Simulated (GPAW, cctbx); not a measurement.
# Tl2Bi: deformation density and structure factors from DFT

Aim: compute the bonding part of the density of Tl2Bi, find which reflections carry it, and see how it biases an ordinary refinement.

The start was made by putting kin elements into a known structure type; the compound need not exist, or be stable, in this form. All numbers below are calculated.

## Step 1: Relax the structure

The density hangs on the geometry, so cell and atoms are relaxed first, with the symmetry held. The cutoff is set higher than for the density because stress converges slowly with plane waves.

Settings: GPAW 26.7.0, PBE, 570 eV, 5×5×5 k-points, Fermi–Dirac width 0.1 eV, BFGS to 0.03 eV/Å.

```text
cell
1.0
     0.000000000   -4.100000000    0.000000000
     4.100000000    0.000000000    0.000000000
    -2.050000000    2.050000000    5.055500000
Bi Tl
1 2
Direct
0.000000000 0.000000000 0.000000000
0.672200000 0.672200000 0.344400000
0.327800000 0.327800000 0.655600000
```

```console
$ OMP_NUM_THREADS=1 mpirun -n 4 gpaw python run.py > gpaw.log
```

```text
BFGS:    0       -9.354767        1.337169
BFGS:    1       -9.399929        1.185567
BFGS:    2       -9.572331        0.267148
BFGS:    3       -9.580806        0.167280
...
BFGS:   15       -9.766689        0.113475
BFGS:   16       -9.770287        0.051268
BFGS:   17       -9.770938        0.010402
cell  3.8082 3.8082 7.1908  105.35 105.35 90.00
volume 96.693 A^3, largest force 0.008 eV/A, largest stress 0.05 GPa
```

The cell moved far, while the k-mesh and basis were chosen for the start, so the final shape may be somewhat biased.

After 17 steps the volume has changed by +13.8 % and the energy by -0.416 eV; the largest stress left is 0.05 GPa. It took 4.5 min on 4 cores of Intel(R) Xeon(R) Platinum 8488C (Sapphire Rapids) (shared host), peak memory 1.4 GiB.

Relaxed structure: I4/mmm (no. 139), a = 3.8082 Å, b = 3.8082 Å, c = 13.3351 Å, α = 90.00°, β = 90.00°, γ = 90.00°.

```
atom  mult.    x    y       z
 Bi1      2    0    0       0
 Tl1      4  1/2  1/2  0.1591
```

## Step 2: The all-electron density

X-rays see the whole electron density, so the PAW density is rebuilt with its core regions. Subtracting spherical free atoms from the same code cancels the cores and leaves the deformation density Δρ, the part due to bonding.

Settings: PBE, 450 eV, 6×6×6 k-points, Fermi–Dirac width 0.1 eV; primitive cell of 3 atoms.

```console
$ OMP_NUM_THREADS=1 mpirun -n 4 gpaw python run.py > gpaw.log
```

```text
|iter:   1|       0s |   -9.669316 | -0.56 |       |
|iter:   2|       3s |   -9.657249 | -2.54 | -1.72 |
|iter:   3|       5s |   -9.611045 | -2.21 | -1.75 |
...
|iter:   8|      13s |   -9.604015c| -6.58 | -4.18c|
|iter:   9|      15s |   -9.604014c| -7.20 | -4.71c|
|iter:  10|      15s |   -9.604014c| -8.20c| -5.41c|
```

```text
gpts.py:43: UserWarning: Initial realspace grid (20,20,36) inconsistent with symmetries.
gpts.py:43: UserWarning: Initial realspace grid (20,20,36) inconsistent with symmetries.
gpts.py:43: UserWarning: Initial realspace grid (20,20,36) inconsistent with symmetries.
gpts.py:43: UserWarning: Initial realspace grid (20,20,36) inconsistent with symmetries.
gpts.py:70: UserWarning: Using symmetrized grid: (36,36,36).
gpts.py:70: UserWarning: Using symmetrized grid: (36,36,36).
gpts.py:70: UserWarning: Using symmetrized grid: (36,36,36).
gpts.py:70: UserWarning: Using symmetrized grid: (36,36,36).
grid (72, 72, 72)  electrons 245.000  moved by bonding 0.276 e
deformation density beyond 0.5 A of the nuclei: max 0.013, min -0.034 e/A^3
atom        x       y       z   Voronoi charge  moment
Bi1    0.0000  0.0000  0.0000     -0.066       0.00
Tl2    0.6591  0.6591  0.3181      0.033       0.00
Tl3    0.3409  0.3409  0.6819      0.033       0.00
mean inner potential of superposed free atoms 19.068 V
total magnetic moment 0.000 muB
```

Deformation density in a plane through the shortest contact of the Bi atom at the origin, in 0.01 e/Å³ (clipped at ±99); x from -1.6 to 5.0 Å, y from 2.4 down to -2.4 Å:

```text
 -1  -1   1   1   0  -2  -2  -1  -2   0   0   0   0   1  -1  -1
 -1   0   1   1   1   0   0  -1   0   0   0   0   0   1   0   0
  1   1   1   1   1   1   1   0   0   0   0   0   0   1   0   0
  1   1   0  -1   0   1   1   1   0   0   0   0   0   1   0   0
  1   0  -2   0   1   0   0   1   1   0  -2  -1  -1   0   0   0
  1   0   0  -2   .   0   0   1   1  -1  -1   .  -2  -1   1   0
  1   0   0   .   .  -2  -1   1   1  -2   1   .   .   0   0   1
  1   0   1  -2   .   0  -1   1   1  -1  -1   .  -1  -1   0   0
  1   1   0   1   0  -2   0   1   1   0  -2  -2  -2  -1   0   0
  1   1   1   0  -1   0   0   1   1   1   0   0  -1   0   0   0
  0   1   1   1   1   1   1   1   1   1   1   1   0   0   0   0
 -1  -1   0   1   1   1   0  -1  -1   0   1   1   1   0   0   0
 -2  -1  -3   0   1   1   0  -1   0   1   0   1   1   0  -1  -2
```

Atoms in or within 0.15 Å of the plane: Bi (0.0, 0.0), Tl (3.4, 0.0) Å. Dots mark points within about 0.45 Å of a nucleus; large values next to them are atomic features.

Bi gains most (-0.07 e) and Tl loses most (+0.03 e), as electronegativity suggests. Along the shortest contact from the Bi atom at the map's origin, Bi–Tl at 3.43 Å, Δρ is +0.01 e/Å³ at the midpoint: little piles up between the atoms, as is usual in a metallic crystal, which this run finds. Point values carry grid noise of about 0.01 e/Å³. The run needed 10 iterations, 27 s.

## Step 3: From the density to structure factors

The Fourier components of Δρ, added to those of the free atoms, give the static X-ray structure factors; the Mott–Bethe relation turns them into the Fourier components V of the potential that fast electrons feel.

```text
static structure factors of the conventional cell: F in electrons, V (Mott-Bethe) in volts
   h  k  l      d  |F| table  |F| free   |F| DFT   change   |V| free  |V| DFT  change %
   0  0  2  6.6676    30.238    30.219    30.278    0.059     1.370    1.308     -4.5
   1  0  1  3.6618     9.079     9.120     9.003   -0.116     0.032    0.069    114.9
   0  0  4  3.3338    42.431    42.459    42.414   -0.045     1.029    1.041      1.2
   1  0  3  2.8920   426.179   426.022   425.813   -0.209    12.023   12.064      0.3
   1  1  0  2.6928   422.788   422.626   422.407   -0.219    11.579   11.616      0.3
   1  1  2  2.4969    26.123    26.113    26.005   -0.108     0.799    0.815      2.0
   0  0  6  2.2225   392.679   392.514   392.173   -0.341     9.864    9.904      0.4
   1  0  5  2.1846    61.059    61.054    60.899   -0.155     1.580    1.597      1.1
   1  1  4  2.0948    38.079    38.029    37.999   -0.030     0.867    0.870      0.4
   2  0  0  1.9041   385.734   385.572   385.517   -0.055     8.973    8.978      0.1
   2  0  2  1.8309    24.256    24.292    24.297    0.005     0.574    0.574     -0.1
   1  1  6  1.7141   362.354   362.206   362.272    0.066     7.978    7.973     -0.1
   1  0  7  1.7037    60.190    60.103    60.127    0.025     1.310    1.309     -0.1
   2  1  1  1.6894     7.099     7.041     7.028   -0.012     0.147    0.148      0.6
```

The largest X-ray change is -0.34 e on 006, 0.1 % of |F|. For electrons V goes as (Z − F)/g², so a change of F counts against Z − F, which is small at low angle and wherever the atoms' terms cancel: |V| of 002 moves by -4.5 % (1.37 to 1.31 V) against +0.2 % in |F|. The tabulated Hartree–Fock atoms differ from the free DFT atoms by up to 0.16 e, so the choice of reference atom matters too.

## Step 4: The functional ladder

The same geometry is run with other functionals, to see whether the bonding signal is larger than the spread between approximations. Free atoms are LDA for LDA and PBE otherwise. Any other changed setting is in the row's label.

| run | ΔF 006 (e) | ΔF 110 (e) | ΔF 103 (e) | q(Bi) (e) | moved (e) | time |
| --- | --- | --- | --- | --- | --- | --- |
| PBE | -0.341 | -0.219 | -0.209 | -0.066 | 0.276 | 27 s |
| LDA | -0.349 | -0.230 | -0.215 | -0.057 | 0.268 | 21 s |
| RPBE | -0.318 | -0.189 | -0.184 | -0.075 | 0.293 | 25 s |

At the base's settings ΔF(006) spans -0.349 to -0.318 e, a spread of 9 % of the PBE value; over the three listed reflections the spread is at most 19 %, so sign and size hold across the functionals. Times are from shared hosts.

## Step 5: What a spherical-atom refinement makes of it

Routine crystallography fits spherical atoms. To see the bias, intensities are simulated from tabulated atoms plus the DFT change ΔF, so that bonding alone can misfit (3218 reflections of the full sphere, merged to the counts below, to 0.5 Å, 1 % proportional noise plus counting noise, assumed isotropic U as listed, Δρ smeared by the mean U) and refined with cctbx over different ranges.

| range | data | R1 | GooF | U Bi1 (true 0.0044) | U Tl1 (true 0.0044) | largest shift (Å) | Δρ max, min (e/Å³) |
| --- | --- | --- | --- | --- | --- | --- | --- |
| all data | 282 | 0.0029 | 0.98 | 0.0044 | 0.0044 | 0.0000 | 0.36, -0.49 |
| low resolution, d > 0.84 | 74 | 0.0030 | 1.08 | 0.0044 | 0.0043 | 0.0000 | 0.22, -0.49 |
| high order, d < 0.75 | 186 | 0.0030 | 0.96 | 0.0044 | 0.0044 | 0.0001 | 0.32, -0.28 |
| occupancies free, d > 0.7 | 116 | 0.0027 | 1.00 | 0.0044 | 0.0044 | 0.0000 | 0.32, -0.30 |

With all data GooF is 0.98, so at this noise the bonding hardly shows; the top residual peak, near noise level, lies 1.19 Å from Tl and 2.85 Å from Bi. No U is off by more than 3 s.u. at low resolution. With Bi1 held at 1 and the scale free, the other occupancies refine to Tl1 1.000(0.001), within three s.u. of full.

## Step 6: Answer

Bonding moves 0.28 e in the primitive cell of Tl2Bi and changes the structure factors of the conventional cell in the table above by at most 0.34 e (006, 0.1 %), and among reflections above 2 % of the strongest by up to 1.3 % (101). The shortest bond, Bi–Tl, has Δρ = +0.01 e/Å³ at its midpoint, with no localised bond charge. At the base's settings ΔF(006) spans -0.349 to -0.318 e, a spread of 9 % of the PBE value; over the three listed reflections the spread is at most 19 %, so sign and size hold across the functionals. With all data GooF is 0.98, so at this noise the bonding hardly shows. Limits: static density, frozen cores, no spin–orbit coupling.

[Outputs are excerpts: Python notices, other lines and further rows are left out; steps that failed or that the build refused (PBEsol, TPSS) are not shown.]

[Logs are printed without paths, hosts, clocks, repeated set-up lines and the standing remarks that a program may print on its own settings, such as how far it seeks lower states.]
